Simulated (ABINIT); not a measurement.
# Converging GW for MoS2 (P6_3/mmc) in ABINIT

What does each rung of G0W0 on MoS2 (P6_3/mmc) cost, and what does it buy?

Calculated with ABINIT 10.8.3; PBE and many-body steps on it, plane waves.

The database entry behind the starting cell differs from later determinations by our own check (about 0.3 % long), so it need not match the best structure at ambient conditions.

## 1. Starting point

Symmetry: P6_3/mmc, No. 194, hexagonal system. Conventional cell: a = 3.169 Å, b = 3.169 Å, c = 12.324 Å, α = 90.00°, β = 90.00°, γ = 120.00°. Nearest to Mo lie 6 S at 2.41 Å. Nearest to S lie 3 Mo at 2.41 Å. Farther neighbours and most contacts between anions are not listed.

The cell and positions come from the Crystallography Open Database and are kept as given unless a step says otherwise.

## 2. Empty states on the mesh, 3×3×1 mesh, 685 bands

This step: ABINIT 10.8.3; DFT, PBE, plane waves, norm-conserving pseudopotentials.

The sums over transitions need many empty states on a uniform mesh; this step solves for them.

run.abi reads:

```
acell 3*1.0 Angstrom
rprim 
  3.169000000004 -0.000000000001 0.000000000000
  -1.584500000001 2.744434504597 0.000000000000
  0.000000000000 0.000000000000 12.324000000000
ntypat 2
znucl 42 16
natom 6
typat 1 1 2 2 2 2
xred 
  0.333333333333 0.666666666667 0.250000000000
  0.666666666667 0.333333333333 0.750000000000
  0.333333333333 0.666666666667 0.623000000000
  0.666666666667 0.333333333333 0.123000000000
  0.333333333333 0.666666666667 0.877000000000
  0.666666666667 0.333333333333 0.377000000000
pp_dirpath "pseudos"
pseudos "Mo.upf, S.upf"
ecut 36
ngkpt 3 3 1
nshiftk 1
shiftk 0 0 0
kptopt 1
chksymbreak 0
iscf -2
irdden 1
istwfk *1
nband 685
nbdbuf 62
tolwfr 1e-09
nstep 60
prtvol 0
indata_prefix "in"
outdata_prefix "out"
tmpdata_prefix "tmp"
```

Command:

```console
OMP_NUM_THREADS=1 mpirun -n 3 abinit run.abi > log
```

Numbers of over 12 decimals in the logs are rounded to 6 here.

Output:

```text
.Version 10.8.3 of ABINIT. v10.8.2 released Aug 2026.

 Symmetries : space group P6_3/m m c (#194); Bravais hP (primitive hexag.)
[... echo of the input left out ...]
== DATASET  1 ==================================================================
-   mpi_nproc: 3, omp_nthreads: 1 (-1 if OMP is not activated)

--- !DatasetInfo
iteration_state: {dtset: 1, }
dimensions: {natom: 6, nkpt: 3, mband: 685, nsppol: 1, nspinor: 1, nspden: 1, mpw: 7476, }
cutoff_energies: {ecut:  36.0, pawecutdg:  -1.0, }
[...]
6.70881    6.70938    6.72472    6.73165    6.73179    6.73282    6.74516    6.74581
   6.74635    6.74780    6.75507    6.76170    6.77300    6.77404    6.77618    6.79150
   6.79578    6.80465    6.81647    6.82332    6.83663
 prteigrs : prtvol=0 or 1, do not print more k-points.

== END DATASET(S) ==============================================================
================================================================================

 -outvars: echo values of variables after computation  --------
            nband         685
             nkpt           3
          spgroup         194
 [... the other variables as echoed above ...]

 Calculation completed.
```

Wall time 7.4 min (3 MPI ranks of Arm Neoverse V2, shared host); peak memory 0.65 GiB.

Numbers from this step:

| Item | Value |
| --- | --- |
| gap | 1.052 eV |
| k of the valence top | 0, 0, 0 |
| k of the conduction bottom | 0.3333, 0.3333, 0 |
| least direct gap | 1.654 eV |
| k points computed | 3 |
| lowest point of the top converged band, above the valence top | 165.6632 eV |

On this mesh the gap is 1.052 eV.

The density comes from a self-consistent run that is not shown.

## 3. Screening, 3×3×1 mesh, 144 bands, screening to 127.6 eV

The RPA dielectric matrix is built and inverted for each q.

This step: RPA screening on PBE, plane waves, norm-conserving pseudopotentials.

run.abi, as its differences from that of step 2:

```diff
@@ -24,10 +24,11 @@
 chksymbreak 0
-iscf -2
-irdden 1
 istwfk *1
-nband 685
-nbdbuf 62
-tolwfr 1e-09
-nstep 60
-prtvol 0
+occopt 1
+irdwfk 1
+optdriver 3
+nband 144
+ecuteps 4.69
+inclvkb 2
+awtr 1
+symchi 1
 indata_prefix "in"
```

Command:

```console
OMP_NUM_THREADS=1 mpirun -n 4 abinit run.abi > log
```

Output:

```text
.Version 10.8.3 of ABINIT. v10.8.2 released Aug 2026.

 Symmetries : space group P6_3/m m c (#194); Bravais hP (primitive hexag.)
[... echo of the input left out ...]
== DATASET  1 ==================================================================
-   mpi_nproc: 4, omp_nthreads: 1 (-1 if OMP is not activated)

--- !DatasetInfo
iteration_state: {dtset: 1, }
dimensions: {natom: 6, nkpt: 3, mband: 144, nsppol: 1, nspinor: 1, nspden: 1, mpw: 7476, }
cutoff_energies: {ecut:  36.0, pawecutdg:  -1.0, }
electrons: {nelect:   5.20000000E+01, charge:   0.00000000E+00, occopt:   1.00000000E+00, tsmear:   1.00000000E-02, }

 SCREENING: Calculation of the susceptibility and dielectric matrices

 Based on a program developped by R.W. Godby, V. Olevano, G. Onida, and L. Reining.
 Incorporated in ABINIT by V. Olevano, G.-M. Rignanese, and M. Torrent.
.Using double precision arithmetic ; gwpc =  8

[... cell and pseudopotentials left out ...]
--------------------------------------------------------------------------------

 ==== K-mesh for the wavefunctions ====
 Number of points in the irreducible wedge :     3
[... list of points left out ...]
 Together with 24 symmetry operations and time-reversal symmetry
 yields     9 points in the full Brillouin Zone.

 ==== Q-mesh for the screening function ====
 Number of points in the irreducible wedge :     3
[... list of points left out ...]
 Together with 24 symmetry operations and time-reversal symmetry
 yields     9 points in the full Brillouin Zone.

 setmesh: FFT mesh size selected  =    20x   20x   90
          total number of points  =        36000

 vcoul_init : cutoff-mode = AUXILIARY_FUNCTION
 q-points for optical limit:   1
     1)      0.000010    0.000020    0.000030

- screening: taking advantage of time-reversal symmetry
- Maximum band index for partially occupied states nbvw = 26
- Remaining bands to be divided among processors   nbcw = 118
- Number of bands treated by each node ~29

 Number of electrons calculated from density =   52.0000; Expected =   52.0000
 average of density, n =  0.071892
 r_s =    1.4919
 omega_plasma =   25.8640 [eV]

 calculating chi0 at frequencies [eV] :
  1    0.000000E+00    0.000000E+00
  2    0.000000E+00    2.586399E+01

--------------------------------------------------------------------------------
  q-point number  1        q = ( 0.000000, 0.000000, 0.000000) [r.l.u.]
--------------------------------------------------------------------------------
[... chi0 elements left out ...]
 For q-point:  0.000010 0.000020 0.000030
  dielectric constant =  17.3128
  dielectric constant without local fields =  19.5430

  Average fulfillment of the sum rule on Im[epsilon] for q-point    1 :     75.58  [%]
[... wings left out ...]
  q-point number  2        q = ( 0.333333, 0.000000, 0.000000) [r.l.u.]
--------------------------------------------------------------------------------
[... chi0 elements left out ...]
  Average fulfillment of the sum rule on Im[epsilon] for q-point    2 :     72.12  [%]

 [... 1 further q-points ...]
```

The job ended after 23 s (4 MPI ranks; peak memory 0.92 GiB; 93 s of CPU time).

This step gave:

```yaml
eps_infinity_with_local_fields_on_this_mesh_along_the_program_s_q_direction: 17.31
the_same_without_local_fields: 19.54
plasma_frequency: 25.86 eV
plane_waves_in_the_screening_matrix: 329
```

Local fields lower ε∞ by 11 %. On a Γ-centred mesh this coarse the value itself is usually too large, while a short band sum pulls it down.

## 4. 144 bands, 127.6 eV

The self-energy is evaluated for the states that the input lists, and the levels follow from it, in one-shot runs by the linearised quasiparticle equation.

This step: G0W0 on PBE, plane waves, norm-conserving pseudopotentials.

run.abi, as its differences from that of step 3:

```diff
@@ -27,8 +27,17 @@
 irdwfk 1
-optdriver 3
+optdriver 4
 nband 144
+gwcalctyp 0
+ecutsigx 36
+symsigma 1
+nkptgw 2
+kptgw 
+  0.0000000000 0.0000000000 0.0000000000
+  0.3333333333 0.3333333333 0.0000000000
+bdgw 
+  25 28
+  25 28
 ecuteps 4.69
-inclvkb 2
-awtr 1
-symchi 1
+irdscr 1
+ppmodel 1
 indata_prefix "in"
```

Output:

```text
.Version 10.8.3 of ABINIT. v10.8.2 released Aug 2026.

 Symmetries : space group P6_3/m m c (#194); Bravais hP (primitive hexag.)
[... echo of the input left out ...]
== DATASET  1 ==================================================================
-   mpi_nproc: 4, omp_nthreads: 1 (-1 if OMP is not activated)

--- !DatasetInfo
iteration_state: {dtset: 1, }
dimensions: {natom: 6, nkpt: 3, mband: 144, nsppol: 1, nspinor: 1, nspden: 1, mpw: 7476, }
cutoff_energies: {ecut:  36.0, pawecutdg:  -1.0, }
electrons: {nelect:   5.20000000E+01, charge:   0.00000000E+00, occopt:   1.00000000E+00, tsmear:   1.00000000E-02, }

 SIGMA: Calculation of the GW corrections

 Based on a program developped by R.W. Godby, V. Olevano, G. Onida, and L. Reining.
 Incorporated in ABINIT by V. Olevano, G.-M. Rignanese, and M. Torrent.
.Using double precision arithmetic ; gwpc =  8

[... cell and pseudopotentials left out ...]
--------------------------------------------------------------------------------

 ==== K-mesh for the wavefunctions ====
 Number of points in the irreducible wedge :     3
[... list of points left out ...]
 Together with 24 symmetry operations and time-reversal symmetry
 yields     9 points in the full Brillouin Zone.

 ==== Q-mesh for screening function ====
 Number of points in the irreducible wedge :     3
[... list of points left out ...]
 Together with 24 symmetry operations and time-reversal symmetry
 yields     9 points in the full Brillouin Zone.

 vcoul_init : cutoff-mode = AUXILIARY_FUNCTION
 q-points for optical limit:   1
     1)      0.000010    0.000020    0.000030
 setmesh: FFT mesh size selected  =    32x   32x  128
          total number of points  =       131072

 Number of electrons calculated from density =   52.0000; Expected =   52.0000
 average of density, n =  0.071892
 r_s =    1.4919
 omega_plasma =   25.8640 [eV]

 === KS Band Gaps ===
  >>>> For spin  1
   Minimum direct gap =   1.6539 [eV], located at k-point      :   0.3333  0.3333  0.0000
   Fundamental gap    =   1.0518 [eV], Top of valence bands at :   0.0000  0.0000  0.0000
                                       Bottom of conduction at :   0.3333  0.3333  0.0000
 SIGMA fundamental parameters:
 PLASMON POLE MODEL  1
 number of plane-waves for SigmaX                 7437
 number of plane-waves for SigmaC and W            329
 number of plane-waves for wavefunctions          7437
 number of bands                                   144
 number of independent spin polarizations            1
 number of spinorial components                      1
 number of k-points in IBZ                           3
 number of q-points in IBZ                           3
 number of symmetry operations                      24
 number of k-points in BZ                            9
 number of q-points in BZ                            9
 number of frequencies for dSigma/dE                 9
 frequency step for dSigma/dE [eV]                0.25
 number of omega for Sigma on real axis              0
 max omega for Sigma on real axis  [eV]           0.00
 zcut for avoiding poles [eV]                     0.10

 EPSILON^-1 parameters (SCR file):
 dimension of the eps^-1 matrix on file            329
 dimension of the eps^-1 matrix used               329
 number of plane-waves for wavefunctions          7437
 number of bands                                   144
 number of q-points in IBZ                           3
 number of frequencies                               2
 number of real frequencies                          1
 number of imag frequencies                          1

 matrix elements of self-energy operator (all in [eV])

 Perturbative Calculation

--- !SelfEnergy_ee
iteration_state: {dtset: 1, }
kpoint     : [   0.000,    0.000,    0.000, ]
spin       : 1
KS_gap     :    2.100
QP_gap     :    2.557
Delta_QP_KS:    0.457
data: !SigmaeeData |
     Band     E0 <VxcDFT>   SigX SigC(E0)      Z dSigC/dE  Sig(E)    E-E0       E
       25   7.290 -15.395 -16.765   1.547   0.775  -0.290 -15.258   0.138   7.428
       26   8.434 -16.370 -17.413   1.328   0.772  -0.295 -16.150   0.220   8.655
       27  10.534 -15.683 -10.950  -3.860   0.776  -0.288 -15.006   0.677  11.211
       28  10.534 -15.683 -10.950  -3.860   0.776  -0.288 -15.006   0.677  11.211

--- !SelfEnergy_ee
iteration_state: {dtset: 1, }
kpoint     : [   0.333,    0.333,    0.000, ]
spin       : 1
KS_gap     :    1.654
QP_gap     :    2.302
Delta_QP_KS:    0.648
data: !SigmaeeData |
     Band     E0 <VxcDFT>   SigX SigC(E0)      Z dSigC/dE  Sig(E)    E-E0       E
       25   7.670 -16.196 -17.477   1.559   0.774  -0.291 -15.981   0.215   7.886
       26   7.832 -16.549 -17.783   1.553   0.773  -0.293 -16.302   0.247   8.079
       27   9.486 -17.601 -12.714  -3.728   0.771  -0.297 -16.707   0.894  10.380
       28   9.486 -17.601 -12.714  -3.728   0.771  -0.297 -16.707   0.894  10.380

== END DATASET(S) ==============================================================
================================================================================

 -outvars: echo values of variables after computation  --------
           etotal      0.0000000000E+00
            nband         144
             nkpt           3
          spgroup         194
 [... the other variables as echoed above ...]

 Calculation completed.
```

Elapsed: 8.6 s, on 4 MPI ranks; peak memory 0.82 GiB.

This step gave:

```yaml
g0w0_gap_on_the_points_computed: 1.725 eV
starting_gap_on_the_mesh: 1.052 eV
k_of_the_valence_top: 0, 0, 0
k_of_the_conduction_bottom: 0.3333, 0.3333, 0
z_at_the_valence_top: 0.772
z_at_the_conduction_bottom: 0.771
least_direct_g0w0_gap_on_the_computed_points: 2.301 eV
```

The gap on the mesh goes from 1.05 eV to 1.73 eV, a correction of +0.67 eV.

## 5. Screening, 3×3×1 mesh, 206 bands, screening to 169 eV

This step: RPA screening on PBE, plane waves, norm-conserving pseudopotentials.

run.abi, as its differences from that of step 4:

```diff
@@ -27,17 +27,8 @@
 irdwfk 1
-optdriver 4
-nband 144
-gwcalctyp 0
-ecutsigx 36
-symsigma 1
-nkptgw 2
-kptgw 
-  0.0000000000 0.0000000000 0.0000000000
-  0.3333333333 0.3333333333 0.0000000000
-bdgw 
-  25 28
-  25 28
-ecuteps 4.69
-irdscr 1
-ppmodel 1
+optdriver 3
+nband 206
+ecuteps 6.21
+inclvkb 2
+awtr 1
+symchi 1
 indata_prefix "in"
```

Output:

```text
.Version 10.8.3 of ABINIT. v10.8.2 released Aug 2026.

 Symmetries : space group P6_3/m m c (#194); Bravais hP (primitive hexag.)
[... echo of the input left out ...]
== DATASET  1 ==================================================================
-   mpi_nproc: 4, omp_nthreads: 1 (-1 if OMP is not activated)

--- !DatasetInfo
iteration_state: {dtset: 1, }
dimensions: {natom: 6, nkpt: 3, mband: 206, nsppol: 1, nspinor: 1, nspden: 1, mpw: 7476, }
cutoff_energies: {ecut:  36.0, pawecutdg:  -1.0, }
electrons: {nelect:   5.20000000E+01, charge:   0.00000000E+00, occopt:   1.00000000E+00, tsmear:   1.00000000E-02, }

 SCREENING: Calculation of the susceptibility and dielectric matrices

 Based on a program developped by R.W. Godby, V. Olevano, G. Onida, and L. Reining.
 Incorporated in ABINIT by V. Olevano, G.-M. Rignanese, and M. Torrent.
.Using double precision arithmetic ; gwpc =  8

[... cell and pseudopotentials left out ...]
--------------------------------------------------------------------------------

 ==== K-mesh for the wavefunctions ====
 Number of points in the irreducible wedge :     3
[... list of points left out ...]
 Together with 24 symmetry operations and time-reversal symmetry
 yields     9 points in the full Brillouin Zone.

 ==== Q-mesh for the screening function ====
 Number of points in the irreducible wedge :     3
[... list of points left out ...]
 Together with 24 symmetry operations and time-reversal symmetry
 yields     9 points in the full Brillouin Zone.

 setmesh: FFT mesh size selected  =    20x   20x   90
          total number of points  =        36000

 vcoul_init : cutoff-mode = AUXILIARY_FUNCTION
 q-points for optical limit:   1
     1)      0.000010    0.000020    0.000030

- screening: taking advantage of time-reversal symmetry
- Maximum band index for partially occupied states nbvw = 26
- Remaining bands to be divided among processors   nbcw = 180
- Number of bands treated by each node ~45

 Number of electrons calculated from density =   52.0000; Expected =   52.0000
 average of density, n =  0.071892
 r_s =    1.4919
 omega_plasma =   25.8640 [eV]

 calculating chi0 at frequencies [eV] :
  1    0.000000E+00    0.000000E+00
  2    0.000000E+00    2.586399E+01

--------------------------------------------------------------------------------
  q-point number  1        q = ( 0.000000, 0.000000, 0.000000) [r.l.u.]
--------------------------------------------------------------------------------
[... chi0 elements left out ...]
 For q-point:  0.000010 0.000020 0.000030
  dielectric constant =  17.2200
  dielectric constant without local fields =  19.5469

  Average fulfillment of the sum rule on Im[epsilon] for q-point    1 :     81.21  [%]
[... wings left out ...]
  q-point number  2        q = ( 0.333333, 0.000000, 0.000000) [r.l.u.]
--------------------------------------------------------------------------------
[... chi0 elements left out ...]
  Average fulfillment of the sum rule on Im[epsilon] for q-point    2 :     78.57  [%]

 [... 1 further q-points ...]
```

Run time: 40 s. Hardware: 4 MPI ranks; peak memory 1.1 GiB; 2.7 min of CPU time.

Numbers from this step:

```
ε∞ with local fields, on this mesh, along the program's q direction : 17.22
the same without local fields                                       : 19.55
plasma frequency                                                    : 25.86 eV
plane waves in the screening matrix                                 : 549
```

(Part 1 of 2 ends here.)

[Paths, hosts, dates, memory and timing lines, banners, echoed tables and standing remarks are left out of the program output.]

[Logs are printed without paths, hosts, clocks, repeated set-up lines and the standing remarks that a program may print on its own settings, such as how far it seeks lower states.]

[Runs of the session that timed out or met a known fault of the program may be left out.]

[Hosts, paths, dates, database ids (printed as entryN), source tags and the programs' standing remarks are cut or masked in the printed files.]

[G0W0 gaps are taken among the corrected bands and points alone; a level outside them can change the order at an edge.]

[Where Ansatz stands beside ABINIT at settings called matched, ABINIT's density can come from a denser mesh and the files from another edition; pairs whose starting gaps differed by over 0.03 eV were left out, so agreement reads better than it is.]
